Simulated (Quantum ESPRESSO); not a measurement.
# CoSi: parallel and opposed starts

Does CoSi prefer parallel or opposed moments?

Method: PBEsol; plane waves with GBRV 1.5 PBEsol potentials, no spin-orbit coupling, in Quantum ESPRESSO 7.5.

The database entry behind the starting cell differs from later determinations by our own check (0.1 to 0.3 % short, probably kX units), so it need not match the best structure at ambient conditions.

### 1. The starting structure

It takes space group P2_13 (No. 198, cubic). Conventional cell: a = 4.438 Å, b = 4.438 Å, c = 4.438 Å, α = 90.00°, β = 90.00°, γ = 90.00°. Co has 7 Si at 2.28 to 2.47 Å nearest. Si has 7 Co at 2.28 to 2.47 Å nearest. Farther neighbours are not listed.

The cell comes from the Crystallography Open Database.

### 2. Run 1 (ferro ++++)

The signs are those of the starting moments on the seeded atoms, the atoms that are given a moment.

pw.in

```
&CONTROL
  calculation = 'scf'
  prefix = 'pwscf'
  outdir = './tmp'
  pseudo_dir = './pseudo'
  disk_io = 'nowf'
/
&SYSTEM
  ibrav = 0
  celldm(1) = 8
  nat = 8
  ntyp = 2
  ecutwfc = 40
  ecutrho = 280
  nbnd = 59
  occupations = 'smearing'
  smearing = 'fd'
  degauss = 0.00734986
  nspin = 2
  starting_magnetization(1) = 0.1176
  starting_magnetization(2) = 0
/
&ELECTRONS
  conv_thr = 1.6d-08
  electron_maxstep = 150
  mixing_beta = 0.3
/
ATOMIC_SPECIES
Co     58.9332 co_pbesol_v1.2.uspp.F.UPF
Si     28.0850 si_pbesol_v1.uspp.F.UPF
CELL_PARAMETERS alat
   1.0483255676361    0.0000000000000    0.0000000000000
   0.0000000000000    1.0483255676361    0.0000000000000
   0.0000000000000    0.0000000000000    1.0483255676361
ATOMIC_POSITIONS crystal
Co      0.1400000000    0.1400000000    0.1400000000
Co      0.3600000000    0.8600000000    0.6400000000
Co      0.6400000000    0.3600000000    0.8600000000
Co      0.8600000000    0.6400000000    0.3600000000
Si      0.8430000000    0.8430000000    0.8430000000
Si      0.6570000000    0.1570000000    0.3430000000
Si      0.3430000000    0.6570000000    0.1570000000
Si      0.1570000000    0.3430000000    0.6570000000
K_POINTS automatic
6 6 6 0 0 0
```

On the command line:

```
$ OMP_NUM_THREADS=1 mpirun -n 4 pw.x -nk 4 -in pw.in > pw.out
```

Log:

```text
Program PWSCF v.7.5 starts

     Message from routine setup:
     using ibrav=0 with symmetry is DISCOURAGED, use correct ibrav instead

     K-points division:     npool     =       4
     Subspace diagonalization in iterative solution of the eigenvalue problem:

     G-vector sticks info
     --------------------
     sticks:   dense  smooth     PW     G-vecs:    dense   smooth      PW
     Sum        1565     885    277                46681    20197    3407

     Using Slab Decomposition

     bravais-lattice index     =            0
     lattice parameter (alat)  =       8.0000  a.u.
     unit-cell volume          =     589.8730 (a.u.)^3
     number of atoms/cell      =            8
     number of atomic types    =            2
     number of electrons       =        84.00
     number of Kohn-Sham states=           59
     kinetic-energy cutoff     =      40.0000  Ry
     charge density cutoff     =     280.0000  Ry
     scf convergence threshold =      1.6E-08
     mixing beta               =       0.3000
     number of iterations used =            8  plain     mixing
     Exchange-correlation= SLA  PW   PSX  PSC
                           (   1   4  10   8   0   0   0)

     celldm(1)=   8.000000  celldm(2)=   0.000000  celldm(3)=   0.000000
     celldm(4)=   0.000000  celldm(5)=   0.000000  celldm(6)=   0.000000

     crystal axes: (cart. coord. in units of alat)
               a(1) = (   1.048326   0.000000   0.000000 )
               a(2) = (   0.000000   1.048326   0.000000 )
               a(3) = (   0.000000   0.000000   1.048326 )

     reciprocal axes: (cart. coord. in units 2 pi/alat)
               b(1) = (  0.953902  0.000000  0.000000 )
               b(2) = (  0.000000  0.953902  0.000000 )
               b(3) = (  0.000000  0.000000  0.953902 )

     PseudoPot. # 1 for Co read from file:
     co_pbesol_v1.2.uspp.F.UPF
     Pseudo is Ultrasoft + core correction, Zval = 17.0
     Generated by new atomic code, or converted to UPF format
     Using radial grid of  863 points,  6 beta functions with:
                l(1) =   0
                l(2) =   0
                l(3) =   1
                l(4) =   1
                l(5) =   2
                l(6) =   2
     Q(r) pseudized with  8 coefficients,  rinner =    1.200   1.200   1.200
                                                       1.200   1.200

     PseudoPot. # 2 for Si read from file:
     si_pbesol_v1.uspp.F.UPF
     Pseudo is Ultrasoft + core correction, Zval =  4.0
     Generated by new atomic code, or converted to UPF format
     Using radial grid of  899 points,  6 beta functions with:
                l(1) =   0
                l(2) =   0
                l(3) =   1
                l(4) =   1
                l(5) =   2
                l(6) =   2
     Q(r) pseudized with  8 coefficients,  rinner =    0.900   0.900   0.900
                                                       0.900   0.900

     atomic species   valence    mass     pseudopotential
     Co               17.00    58.93320     Co( 1.00)
     Si                4.00    28.08500     Si( 1.00)

     Starting magnetic structure
     atomic species   magnetization
     Co              0.118
     Si              0.000

     12 Sym. Ops. (no inversion) found ( 9 have fractional translation)

   Cartesian axes

     site n.     atom                  positions (alat units)
         1        Co     tau(   1) = (   0.1467656   0.1467656   0.1467656  )
         2        Co     tau(   2) = (   0.3773972   0.9015600   0.6709284  )
         3        Co     tau(   3) = (   0.6709284   0.3773972   0.9015600  )
         4        Co     tau(   4) = (   0.9015600   0.6709284   0.3773972  )
         5        Si     tau(   5) = (   0.8837385   0.8837385   0.8837385  )
         6        Si     tau(   6) = (   0.6887499   0.1645871   0.3595757  )
         7        Si     tau(   7) = (   0.3595757   0.6887499   0.1645871  )
         8        Si     tau(   8) = (   0.1645871   0.3595757   0.6887499  )

     number of k points=    24  Fermi-Dirac smearing, width (Ry)=  0.0073
                       cart. coord. in units 2pi/alat
        k(    1) = (   0.0000000   0.0000000   0.0000000), wk =   0.0046296
        k(    2) = (   0.0000000   0.0000000   0.1589837), wk =   0.0277778
        k(    3) = (   0.0000000   0.0000000   0.3179674), wk =   0.0277778
        k(    4) = (   0.0000000   0.0000000  -0.4769511), wk =   0.0138889
        k(    5) = (   0.0000000   0.1589837   0.1589837), wk =   0.0555556
        [... 19 further k-points ...]

     Dense  grid:    46681 G-vectors     FFT dimensions: (  48,  48,  48)

     Smooth grid:    20197 G-vectors     FFT dimensions: (  36,  36,  36)

     Check: negative core charge=   -0.000027
     Generating pointlists ...
     new r_m :   0.2225 (alat units)  1.7796 (a.u.) for type    1
     new r_m :   0.2225 (alat units)  1.7796 (a.u.) for type    2

     Initial potential from superposition of free atoms

     starting charge      79.9974, renormalised to      84.0000
     Starting wfcs are   68 randomized atomic wfcs

     Self-consistent Calculation

     iteration #  1     ecut=    40.00 Ry     beta= 0.30
     Davidson diagonalization with overlap
     ethr =  1.00E-02,  avg # of iterations =  4.9

     total energy              =   -1209.98161659 Ry
     estimated scf accuracy    <      62.59125616 Ry

     total magnetization       =     2.37 Bohr mag/cell
     absolute magnetization    =     3.05 Bohr mag/cell

     iteration #  2     ecut=    40.00 Ry     beta= 0.30
     Davidson diagonalization with overlap
     ethr =  1.00E-02,  avg # of iterations =  3.0

     total energy              =   -1228.53884823 Ry
     estimated scf accuracy    <      48.23256453 Ry

     total magnetization       =     0.19 Bohr mag/cell
     absolute magnetization    =     0.50 Bohr mag/cell

     iteration #  3     ecut=    40.00 Ry     beta= 0.30
     Davidson diagonalization with overlap
     ethr =  1.00E-02,  avg # of iterations =  2.0

     total energy              =   -1231.67088592 Ry
     estimated scf accuracy    <       2.95170105 Ry

     total magnetization       =     0.92 Bohr mag/cell
     absolute magnetization    =     2.10 Bohr mag/cell

     [... further iterations left out ...]

     iteration # 12     ecut=    40.00 Ry     beta= 0.30
     Davidson diagonalization with overlap
     ethr =  8.55E-07,  avg # of iterations =  1.5

     total energy              =   -1231.74126228 Ry
     estimated scf accuracy    <       0.00000200 Ry

     total magnetization       =     0.00 Bohr mag/cell
     absolute magnetization    =     0.01 Bohr mag/cell

     iteration # 13     ecut=    40.00 Ry     beta= 0.30
     Davidson diagonalization with overlap
     ethr =  2.38E-09,  avg # of iterations =  4.3

     total energy              =   -1231.74126396 Ry
     estimated scf accuracy    <       0.00000180 Ry

     total magnetization       =     0.00 Bohr mag/cell
     absolute magnetization    =     0.00 Bohr mag/cell

     iteration # 14     ecut=    40.00 Ry     beta= 0.30
     Davidson diagonalization with overlap
     ethr =  2.14E-09,  avg # of iterations =  1.5

     total energy              =   -1231.74126417 Ry
     estimated scf accuracy    <       0.00000005 Ry

     total magnetization       =    -0.00 Bohr mag/cell
     absolute magnetization    =     0.00 Bohr mag/cell

     iteration # 15     ecut=    40.00 Ry     beta= 0.30
     Davidson diagonalization with overlap
     ethr =  5.99E-11,  avg # of iterations =  3.0

     Magnetic moment per site  (integrated on atomic sphere of radius R)
     atom   1 (R=0.222)  charge= 15.2935  magn=  0.0001
     atom   2 (R=0.222)  charge= 15.2935  magn=  0.0001
     atom   3 (R=0.222)  charge= 15.2935  magn=  0.0001
     atom   4 (R=0.222)  charge= 15.2935  magn=  0.0001
     atom   5 (R=0.222)  charge=  1.7000  magn= -0.0000
     atom   6 (R=0.222)  charge=  1.7000  magn= -0.0000
     atom   7 (R=0.222)  charge=  1.7000  magn= -0.0000
     atom   8 (R=0.222)  charge=  1.7000  magn= -0.0000

     End of self-consistent calculation

     [... lines left out ...]
     the Fermi energy is    16.4552 ev

!    total energy              =   -1231.74126420 Ry
     estimated scf accuracy    <       0.00000001 Ry
     smearing contrib. (-TS)   =      -0.00581015 Ry
     internal energy E=F+TS    =   -1231.73545405 Ry

     The total energy is F=E-TS. E is the sum of the following terms:
     one-electron contribution =    -812.43825958 Ry
     hartree contribution      =     457.95265267 Ry
     xc contribution           =    -147.47057664 Ry
     ewald contribution        =    -729.77927050 Ry

     total magnetization       =     0.00 Bohr mag/cell
     absolute magnetization    =     0.00 Bohr mag/cell

     convergence has been achieved in  15 iterations

=------------------------------------------------------------------------------=
   JOB DONE.
=------------------------------------------------------------------------------=
```

It took 1.7 min on 4 MPI ranks of Arm Neoverse N1, shared host; peak memory 0.56 GiB; 6.8 min of CPU time.

Spin moment in the atom's sphere by atom:

| atom | spin moment in the atom's sphere (μB) |
| --- | --- |
| Co1 | 0.0001 |
| Co2 | 0.0001 |
| Co3 | 0.0001 |
| Co4 | 0.0001 |
| Si5 | 0.0000 |
| Si6 | 0.0000 |
| Si7 | 0.0000 |
| Si8 | 0.0000 |

Numbers from this step:

* smearing term TS: 0.07905 eV
* magnetization: 0 μB
* absolute magnetization: 0 μB
* final state: non-magnetic

Valence density in the ac plane at fractional y = 0.140, with atoms of Co and Si within 0.2 Å of it. It is the smooth field of the valence electrons, not physical close to the nuclei.

Values in e/Å³, 14 rows by 14 columns, each cell a mean:
```
 0  1  1  1  0  0  0  0  0  0  0  0  0  0
 0  0  0  0  0  0  0  0  0  1  0  0  0  0
 0  0  0  0  0  0  0  0  0  0  0  0  0  0
 0  0  0  0  0  0  0  0  0  0  0  0  0  0
 0  0  0  0  0  0  0  0  0  0  0  0  0  0
 0  0  0  0  0  0  0  0  0  0  0  0  0  0
 0  0  0  0  0  0  0  0  0  0  0  0  0  0
 0  0  0  0  0  0  0  0  0  0  0  0  0  0
 0  0  0  0  0  0  0  0  0  1  0  0  0  0
 1  2  2  1  0  0  0  0  0  1  0  0  0  0
 3 10 14  5  1  0  0  0  0  0  0  0  0  1
 6 27 37 14  2  0  0  0  0  0  0  0  0  1
 4 19 27 10  2  0  0  0  0  0  0  0  0  1
 1  4  6  3  1  0  0  0  0  0  0  0  0  0
```
Columns run along a (4.4 Å), rows up along c (4.4 Å). Atoms in or near the plane, at fractional coordinates: Co at (0.14, 0.14), Si at (0.66, 0.34).

(Continued in part 2 of 2.)

[Logs and program files are shortened in this print: banners, set-up blocks, solver, clock and traceback lines can be left out without a mark of their own.]

[Logs are printed without paths, hosts, clocks, repeated set-up lines and the standing remarks that a program may print on its own settings, such as how far it seeks lower states.]

[Hosts, paths, dates, database ids (printed as entryN), source tags and the programs' standing remarks are cut or masked in the printed files.]

[Where a cell is said to come from a database of computed structures, the database is the Materials Project.]
